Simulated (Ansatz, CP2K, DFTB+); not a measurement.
**(11,0) carbon nanotube bundle (132 atoms) in DFTB+**

How do the settings of DFTB+ change the result for (11,0) carbon nanotube bundle (132 atoms)? A plane-wave run serves as the yardstick.

Main program and level: DFTB+ 25.1; the method is named at each step.

## Step 1: The starting structure

The cell holds 132 atoms: 132 C. Its edges and angles: a = 11.913 Å, b = 11.913 Å, c = 12.549 Å, α = 90.0°, β = 90.0°, γ = 120.0°. It derives from C (graphene). Graphene sheet (a = 2.46 Å) rolled into a (11,0) tube of diameter 8.61 Å, 3 periods, hexagonal bundle with 3.3 Å between walls; minimised with a classical potential (one cell length free). Then every atom was moved at random, 0.03 Å r.m.s. a Cartesian component. The structure's axis is c.

The yardstick, on the same geometry:

```
method                                           : Kohn-Sham DFT, PBE, PAW, plane waves (Ansatz 0.2.0); cutoff 420 eV, Γ point, fermi-dirac smearing of 0.05 eV; PAW set soft_2
r.m.s. force component                           : 2.171 eV/Å
longest force                                    : 9.358 eV/Å
pressure                                         : 12.94 GPa
gap (highest filled to lowest empty level) : 0.7885 eV
SCF cycles                                       : 10
time                                             : 22 s on 4 threads of Intel Xeon Platinum 8124M at 3.00GHz (Skylake/Cascade Lake), shared host
CPU time                                         : 80 s
```

## Step 2: GFN1-xTB

Method: GFN1-xTB tight binding, diagonalisation.

The input, dftb_in.hsd:

```
Geometry = GenFormat {
  <<< geo.gen
}
Driver = {}
Hamiltonian = xTB {
  Method = "GFN1-xTB"
  SccTolerance = 1e-06
  MaxSccIterations = 300
  Mixer = Broyden { MixingParameter = 0.05 }
  Filling = Fermi { Temperature [K] = 580 }
  KPointsAndWeights = { 0.0 0.0 0.0 1.0 }
}
Analysis {
  PrintForces = Yes
  MullikenAnalysis = Yes
}
ParserOptions { ParserVersion = 14 }
```

The input, geo.gen:

```
132 F
C
1 1 0.35658 0.99911 0.11831
2 1 0.40160 0.11799 0.06527
3 1 0.41422 0.22550 0.12571
4 1 0.39534 0.31517 0.06846
5 1 0.40141 0.11020 0.28558
6 1 0.41475 0.23027 0.22880
7 1 0.33744 0.37743 0.11899
8 1 0.25370 0.41125 0.06856
9 1 0.38991 0.31141 0.28730
10 1 0.33944 0.37485 0.23318
11 1 0.15351 0.41227 0.11716
12 1 0.03694 0.37681 0.06478
13 1 0.25640 0.41268 0.28512
14 1 0.15209 0.40973 0.23687
15 1 0.92081 0.30704 0.12276
16 1 0.81276 0.22488 0.06683
17 1 0.04139 0.37723 0.28447
18 1 0.92207 0.31694 0.22903
19 1 0.71155 0.11386 0.12020
20 1 0.63954 0.99895 0.06742
21 1 0.80698 0.22085 0.28728
22 1 0.71299 0.11893 0.23440
23 1 0.59374 0.88167 0.12310
24 1 0.58959 0.78161 0.06810
25 1 0.64141 0.00221 0.28567
26 1 0.59727 0.87898 0.23478
27 1 0.60745 0.68440 0.11689
28 1 0.66774 0.62442 0.06349
29 1 0.58311 0.77853 0.28654
30 1 0.60926 0.68317 0.23359
31 1 0.74175 0.58799 0.11854
32 1 0.84695 0.58614 0.06870
33 1 0.66134 0.62102 0.28690
34 1 0.74386 0.58587 0.23267
35 1 0.96079 0.62012 0.12038
36 1 0.08300 0.68821 0.06528
37 1 0.84989 0.58797 0.28390
38 1 0.96220 0.62113 0.22479
39 1 0.19389 0.77506 0.11894
40 1 0.28723 0.88210 0.06029
41 1 0.07942 0.68617 0.29259
42 1 0.19081 0.77359 0.23169
43 1 0.28882 0.88070 0.28762
44 1 0.36081 0.99793 0.23566
45 1 0.36752 0.99995 0.44998
46 1 0.40586 0.12007 0.39486
47 1 0.41541 0.22022 0.44851
48 1 0.39282 0.31578 0.40146
49 1 0.40087 0.11390 0.62463
50 1 0.41657 0.22246 0.56300
51 1 0.33521 0.38036 0.44990
52 1 0.25653 0.40949 0.39821
53 1 0.38854 0.30726 0.61870
54 1 0.33276 0.37203 0.56630
55 1 0.15533 0.41029 0.45445
56 1 0.03700 0.37593 0.39752
[... 76 atom lines left out ...]
0.0 0.0 0.0
11.91347 0.00000 0.00000
-5.95673 10.31736 0.00000
0.00000 0.00000 12.54944
```

Run with:

```sh
OMP_NUM_THREADS=1 dftb+ > output.txt
```

The log of the run:

```text
Reading input file 'dftb_in.hsd'
Parser version: 14
--------------------------------------------------------------------------------
Processed input in HSD format written to 'dftb_pin.hsd'
Starting initialization...
--------------------------------------------------------------------------------
WARNING!
-> Dipole printed for extended system : value printed is not well defined
Mode:                        Static calculation
Self consistent charges:     Yes
SCC-tolerance:                 0.100000E-05
Max. scc iterations:                    300
Shell resolved Hubbard:      Yes
Spin polarisation:           No
Nr. of up electrons:           264.000000
Nr. of down electrons:         264.000000
Periodic boundaries:         Yes
Electronic solver:           Relatively robust
Mixer:                       Broyden mixer
Mixing parameter:                  0.050000
Nr. of chrg. vec. in memory:            300
Max. SCC-cycles:                        300
tblite library version:      0.3.0
-> parametrization:          GFN1-xTB
-> repulsion:                Yes
-> dispersion:               Yes
-> halogen bonding:          Yes
-> electrostatics:           Yes
   -> isotropic:             Yes
   -> anisotropic:           No
   -> third-order:           Yes
Electronic temperature:              0.183675E-02 H      0.499806E-01 eV
Initial charges:             Set automatically (system chrg:   0.000E+00)
Included shells:             C:  s, p
K-points and weights:           1:  0.000000  0.000000  0.000000     1.000000
K-points in absolute space:     1:  0.000000  0.000000  0.000000
Extra options:
                             Mulliken analysis
                             Force calculation
Force type                   original
--------------------------------------------------------------------------------
***  Geometry step: 0
 iSCC Total electronic   Diff electronic      SCC error
    1   -0.28543411E+03    0.00000000E+00    0.97088585E+00
    2   -0.28543540E+03   -0.28543411E+03    0.92128152E+00
    3   -0.28542347E+03   -0.12957908E-02    0.74515315E-01
    4   -0.28543026E+03    0.11931731E-01    0.58730014E-01
    5   -0.28543778E+03   -0.67871720E-02    0.16340811E-01
    6   -0.28543855E+03   -0.75168246E-02    0.40197520E-02
    7   -0.28543857E+03   -0.77351081E-03    0.29860899E-02
    8   -0.28543861E+03   -0.16012612E-04    0.71711119E-03
    9   -0.28543861E+03   -0.41782590E-04    0.15493511E-03
   10   -0.28543861E+03   -0.17630206E-05    0.99984700E-04
   11   -0.28543861E+03   -0.94158281E-08    0.22277839E-04
   12   -0.28543861E+03   -0.35187838E-07    0.10575872E-04
   13   -0.28543861E+03   -0.26952307E-08    0.70457127E-05
   14   -0.28543861E+03   -0.32315484E-09    0.48534328E-05
   15   -0.28543861E+03   -0.33935521E-10    0.27891951E-05
>> Charges saved for restart in charges.bin
   16   -0.28543861E+03    0.60822458E-10    0.86670430E-06
Total Energy:                     -279.7798783449 H        -7613.1978 eV
Extrapolated to 0K:               -279.7799384173 H        -7613.1995 eV
Total Mermin free energy:         -279.7799984896 H        -7613.2011 eV
Force related energy:             -279.7799984896 H        -7613.2011 eV
Volume:                              0.104094E+05 au^3   0.154252E+04 A^3
Pressure:                            0.385511E-03 au     0.113421E+11 Pa
```

detailed.out:

```text
Fermi distribution function
Calculation with static geometry
********************************************************************************
 iSCC Total electronic   Diff electronic      SCC error
   16   -0.28543861E+03    0.60822458E-10    0.86670430E-06
********************************************************************************
 Total charge:     0.00000000
 Atomic gross charges (e)
 Atom           Charge
    1      -0.01327646
    2       0.00089751
    3       0.01181531
    4      -0.00349819
    5      -0.00729844
    6      -0.00007250
    7      -0.00409303
    8       0.01018898
    9       0.00646814
   10      -0.00356102
   11      -0.00425532
   12      -0.00223849
[...]
128       0.00600594
  129       0.00309016
  130       0.00309101
  131      -0.00225825
  132       0.00640242
Fermi level:                        -0.3662649199 H           -9.9666 eV
Band energy:                      -301.7454151780 H        -8210.9105 eV
TS:                                  0.0001201447 H            0.0033 eV
Band free energy (E-TS):          -301.7455353227 H        -8210.9138 eV
Extrapolated E(0K):               -301.7454752504 H        -8210.9121 eV
Input / Output electrons (q):    528.0000000000    528.0000000000
Energy H0:                        -285.4607498649 H        -7767.7822 eV
Energy SCC:                          0.0221397760 H            0.6025 eV
Total Electronic energy:          -285.4386100889 H        -7767.1798 eV
Repulsive energy:                    6.0368900985 H          164.2721 eV
Halogen correction energy:           0.0000000000 H            0.0000 eV
Total energy:                     -279.7798783449 H        -7613.1978 eV
Extrapolated to 0:                -279.7799384173 H        -7613.1995 eV
Total Mermin free energy:         -279.7799984896 H        -7613.2011 eV
Force related energy:             -279.7799984896 H        -7613.2011 eV
Non-constrained calculation
SCC converged
Total Forces
    1      0.009599437981      0.001063748040      0.025234232691
    2      0.013649306438     -0.016831242781      0.036615824999
    3      0.011383214832     -0.002414591226     -0.106950868837
    4     -0.024696344560      0.020415804559     -0.037891947198
    5     -0.021317980556      0.101641564989     -0.007294595692
    6      0.055621606340     -0.085282244134      0.099335342344
    7      0.014027635935      0.000702245460      0.046795153259
    8      0.043981675206      0.005982636437     -0.061830027216
    9      0.000387498343      0.022863476270      0.045900830376
   10     -0.054977627960      0.035177579336     -0.035085003897
   11     -0.030257688227      0.000409805289      0.077204646652
[...]
128      0.002970911081      0.001029927646      0.082405277200
  129      0.030251732461      0.008808697037      0.025205396708
  130      0.012701377750     -0.008116770612     -0.036015484525
  131      0.007399436439      0.027120532159     -0.018487335937
  132      0.011741784221     -0.048353243626     -0.000477319000
Total stress tensor
      0.000279979326      0.000006732542      0.000000792643
      0.000006732542      0.000233363931      0.000021800966
      0.000000792643      0.000021800966      0.000643190291
Total lattice derivs
     -0.131251577653     -0.065409434875     -0.006186262928
     -0.003594507143     -0.124593109959     -0.011639545543
     -0.000347922113     -0.009569302025     -0.282321538186
Maximal derivative component:        0.177280E+00 au
Volume:                              0.104094E+05 au^3
Pressure:                            0.385511E-03 au     0.113421E+11 Pa
Warning: dipole moment is not defined absolutely!
Dipole moment:    0.22526039   -0.29576956   -0.48238841 au
Dipole moment:    0.57255485   -0.75177129   -1.22610914 Debye
```

Run time: 4.1 s. Hardware: 1 thread of Intel Xeon Platinum 8124M at 3.00GHz (Skylake/Cascade Lake), shared host; peak memory 0.13 GiB.

Banners, paths, timers and routine set-up lines are dropped from the logs unmarked, and long logs keep their key lines alone; longer cuts are marked.

Against the reference:

```yaml
r_m_s_force_component: 2.14 eV/Å
r_m_s_difference_of_force_components: 109 meV/Å
longest_difference_of_force_vectors: 424.1 meV/Å
force_difference_over_r_m_s_force: 5.022 %
slope_of_forces_against_the_reference_s: 0.9848
correlation_of_force_components: 0.9988
spacing_of_highest_filled_and_lowest_empty_level: 0.6593 eV
gap_difference: -0.1292 eV
pressure: 11.34 GPa
pressure_difference: -1.594 GPa
```

Levels nearest the highest filled one (eV from it): -1.41, -1.38, -1.35, -1.28, -1.25, -1.22, -1.16, -1.09, -0.45, -0.30, -0.04, 0.00, 0.66, 0.68, 0.96, 1.01, 1.49, 1.61, 1.75, 1.81, 1.97, 2.08, 2.14, 2.29.

Local excerpt of 10 atoms (numbers count through the whole input) about C41, which bears the longest force; x, y, z are measured from there.

```
atom      x      y      z  distance (Å)  bonds  Mulliken charge (e)     Fx     Fy  Fz (eV/Å)
 C41   0.00   0.00   0.00          0.00      3                 0.00   0.01  -0.40      -9.12
 C80   0.00   0.05   1.27          1.27      3                 0.01  -2.52  -2.61       7.42
 C42   0.81   0.90  -0.76          1.43      3                -0.01   0.62   0.46       0.23
 C38  -1.01  -0.67  -0.85          1.48      3                 0.00   1.00   0.24       6.61
 C83   0.77   0.91   2.04          2.36      3                 0.00   0.91   1.01      -0.31
 C37  -2.15  -1.01  -0.11          2.38      3                 0.00  -1.56  -0.58       0.69
 C79  -1.07  -0.66   2.03          2.39      3                -0.02   1.84   0.95       0.45
 C43   1.34   2.01  -0.06          2.41      3                 0.00  -0.27  -1.24       0.87
 C35  -1.02  -0.68  -2.16          2.48      3                 0.01   2.06   0.68      -2.98
 C39   0.83   0.92  -2.18          2.51      3                 0.00  -0.15  -0.46       1.03
```

Forces lie 5.0 % from the reference's, at 0.051 times its CPU time (on 1 against 4 cores).

## Step 3: DFTB 3ob-3-1

Method: third-order SCC-DFTB tight binding, 3ob-3-1 parameters, diagonalisation.

The folder slako/ holds the set 3ob-3-1.

Changes to dftb_in.hsd since step 2:

```diff
@@ -4,4 +4,17 @@
 Driver = {}
-Hamiltonian = xTB {
-  Method = "GFN1-xTB"
+Hamiltonian = DFTB {
+  Scc = Yes
+  SlaterKosterFiles = Type2FileNames {
+    Prefix = "slako/"
+    Separator = "-"
+    Suffix = ".skf"
+  }
+  MaxAngularMomentum {
+    C = "p"
+  }
+  ThirdOrderFull = Yes
+  HCorrection = Damping { Exponent = 4.0 }
+  HubbardDerivs {
+    C = -0.1492
+  }
   SccTolerance = 1e-06
```

geo.gen is that of step 2.

Run with:

```sh
OMP_NUM_THREADS=1 dftb+ > output.txt
```

The log of the run:

```text
Reading input file 'dftb_in.hsd'
Parser version: 14
--------------------------------------------------------------------------------
Reading SK-files:
./slako/C-C.skf
Done.
[... lines left out ...]
WARNING!
[... lines left out ...]
 iSCC Total electronic   Diff electronic      SCC error
[... lines left out ...]
   16   -0.23119734E+03   -0.19525714E-10    0.81291185E-06
Total Energy:                     -225.6067536262 H        -6139.0721 eV
Extrapolated to 0K:               -225.6067899297 H        -6139.0731 eV
Total Mermin free energy:         -225.6068262332 H        -6139.0741 eV
Force related energy:             -225.6068262332 H        -6139.0741 eV
Volume:                              0.104094E+05 au^3   0.154252E+04 A^3
Pressure:                            0.617029E-03 au     0.181536E+11 Pa
```

detailed.out:

```text
Fermi distribution function
Calculation with static geometry
********************************************************************************
 iSCC Total electronic   Diff electronic      SCC error
[... lines left out ...]
Fermi level:                        -0.1575873932 H           -4.2882 eV
[... lines left out ...]
Band free energy (E-TS):          -231.2330184315 H        -6292.1706 eV
[... lines left out ...]
Total energy:                     -225.6067536262 H        -6139.0721 eV
[... lines left out ...]
Total Mermin free energy:         -225.6068262332 H        -6139.0741 eV
[... lines left out ...]
SCC converged
Total Forces
[... lines left out ...]
     -0.003334731936     -0.222587158580     -0.014331302340
     -0.001082133319     -0.011782294707     -0.421281035801
Maximal derivative component:        0.221662E+00 au
Volume:                              0.104094E+05 au^3
Pressure:                            0.617029E-03 au     0.181536E+11 Pa
Warning: dipole moment is not defined absolutely!
Dipole moment:    0.53596194   -0.64772864   -1.09910244 au
Dipole moment:    1.36227948   -1.64636212   -2.79363996 Debye
```

Run time: 1.7 s. Hardware: 1 thread; peak memory 0.13 GiB.

Compared with the plane-wave run:

| Item | Value |
| --- | --- |
| r.m.s. force component | 2.676 eV/Å |
| r.m.s. difference of force components | 521.5 meV/Å |
| longest difference of force vectors | 2054 meV/Å |
| force difference over r.m.s. force | 24.02 % |
| slope of forces against the reference's | 1.231 |
| correlation of force components | 0.9985 |
| gap (highest filled to lowest empty level) | 0.7126 eV |
| gap difference | -0.0759 eV |
| pressure | 18.15 GPa |
| pressure difference | 5.218 GPa |

Against the first run (5.0 %), the force difference from the reference is 24 %, at 0.41 times the CPU time.

## Step 4: DFTB mio-1-1

Method: SCC-DFTB tight binding, mio-1-1 parameters, diagonalisation.

The parameter files are exchanged too: slako/ now holds the set mio-1-1.

Changes to dftb_in.hsd since step 3:

```diff
@@ -14,7 +14,2 @@
   }
-  ThirdOrderFull = Yes
-  HCorrection = Damping { Exponent = 4.0 }
-  HubbardDerivs {
-    C = -0.1492
-  }
   SccTolerance = 1e-06
```

geo.gen is that of step 3.

Run with:

```sh
OMP_NUM_THREADS=1 dftb+ > output.txt
```

The log of the run:

```text
Reading input file 'dftb_in.hsd'
Parser version: 14
--------------------------------------------------------------------------------
Reading SK-files:
./slako/C-C.skf
Done.
[... lines left out ...]
WARNING!
[... lines left out ...]
 iSCC Total electronic   Diff electronic      SCC error
[... lines left out ...]
   16   -0.23955635E+03   -0.25949021E-10    0.74758108E-06
Total Energy:                     -227.8061235425 H        -6198.9200 eV
Extrapolated to 0K:               -227.8061602171 H        -6198.9210 eV
Total Mermin free energy:         -227.8061968918 H        -6198.9220 eV
Force related energy:             -227.8061968918 H        -6198.9220 eV
Volume:                              0.104094E+05 au^3   0.154252E+04 A^3
Pressure:                            0.653993E-03 au     0.192411E+11 Pa
```

detailed.out:

```text
Fermi distribution function
Calculation with static geometry
********************************************************************************
 iSCC Total electronic   Diff electronic      SCC error
[... lines left out ...]
Fermi level:                        -0.1642800805 H           -4.4703 eV
[... lines left out ...]
Band free energy (E-TS):          -239.5692722619 H        -6519.0116 eV
[... lines left out ...]
Total energy:                     -227.8061235425 H        -6198.9200 eV
[... lines left out ...]
Total Mermin free energy:         -227.8061968918 H        -6198.9220 eV
[... lines left out ...]
SCC converged
Total Forces
[... lines left out ...]
     -0.003126314162     -0.234938226089     -0.017401754339
     -0.002214740234     -0.014306627299     -0.446127238106
Maximal derivative component:        0.236719E+00 au
Volume:                              0.104094E+05 au^3
Pressure:                            0.653993E-03 au     0.192411E+11 Pa
Warning: dipole moment is not defined absolutely!
Dipole moment:    0.52282560   -0.63430991   -1.07536521 au
Dipole moment:    1.32889022   -1.61225512   -2.73330595 Debye
```

It took 1.6 s on 1 thread; peak memory 0.13 GiB.

Compared with the plane-wave run:

- r.m.s. force component: 2.912 eV/Å
- r.m.s. difference of force components: 764.1 meV/Å
- longest difference of force vectors: 2844 meV/Å
- force difference over r.m.s. force: 35.2 %
- slope of forces against the reference's: 1.337
- correlation of force components: 0.9972
- gap (highest filled to lowest empty level): 0.7113 eV
- gap difference: -0.0772 eV
- pressure: 19.24 GPa
- pressure difference: 6.305 GPa

Against the first run (5.0 %), the force difference from the reference is 35 %, at 0.38 times the CPU time.

## Step 5: The ladder

Differences are against the plane-wave reference, forces as r.m.s. over components; share is that over the reference's r.m.s. force, slope the least-squares factor from reference forces to these. Total energies of different programs have different zeros and aren't compared.

```
               run  Δ force, r.m.s. (meV/Å)  share (%)  slope  Δ pressure (GPa)  Δ gap (eV)  cores  CPU time  memory (GiB)
         reference                        -          -      -                 -           -      4      80 s           2.0
    DFTB+ GFN1-xTB                      109       5.02  0.985             -1.59      -0.129      1     4.1 s          0.13
DFTB+ DFTB 3ob-3-1                      522       24.0  1.231              5.22     -0.0759      1     1.7 s          0.13
DFTB+ DFTB mio-1-1                      764       35.2  1.337              6.31     -0.0772      1     1.6 s          0.13
```

CPU time is summed over cores on a shared host, where runs went side by side, so it is rough. Symmetry, cutoffs, thresholds, outputs and thread counts weren't matched or tuned between programs; memory under MPI is the largest rank's times the ranks.

## Step 6: Results

```yaml
nearest_in_forces: DFTB+ GFN1-xTB, 5.0 %
its_cpu_time: 4.1 s
```

What this shows: Tight binding differs by 5.0 % (DFTB+ GFN1-xTB) to 35 % (DFTB+ DFTB mio-1-1); it is another model, with fitted parameters of its own, and the xTB methods hold dispersion. Of the electronic-structure runs that take under half the reference's CPU time, DFTB+ GFN1-xTB comes nearest, at 5.0 % in 4.1 s against 80 s; its pressure misses by -1.6 GPa. Periodic xTB results under one method name differ between programs and library versions (DFTB+ here holds tblite 0.3). The reference's stress is far from hydrostatic: its diagonal is 9.5, 8.3, 21.0 GPa, compression counted positive. The reference's pressure of 13 GPa belongs to a cell and atoms that aren't relaxed at this level. The electronic-structure runs sample only Γ, in a cell whose shortest periodic width is 10 Å.

[Also dropped from logs without a mark: logging warnings of Python, and SIESTA's first energy breakdown and zero terms.]

[Logs are printed without paths, hosts, clocks, repeated set-up lines and the standing remarks that a program may print on its own settings, such as how far it seeks lower states.]

[Hosts, paths, dates, database ids (printed as entryN), source tags and the programs' standing remarks are cut or masked in the printed files.]
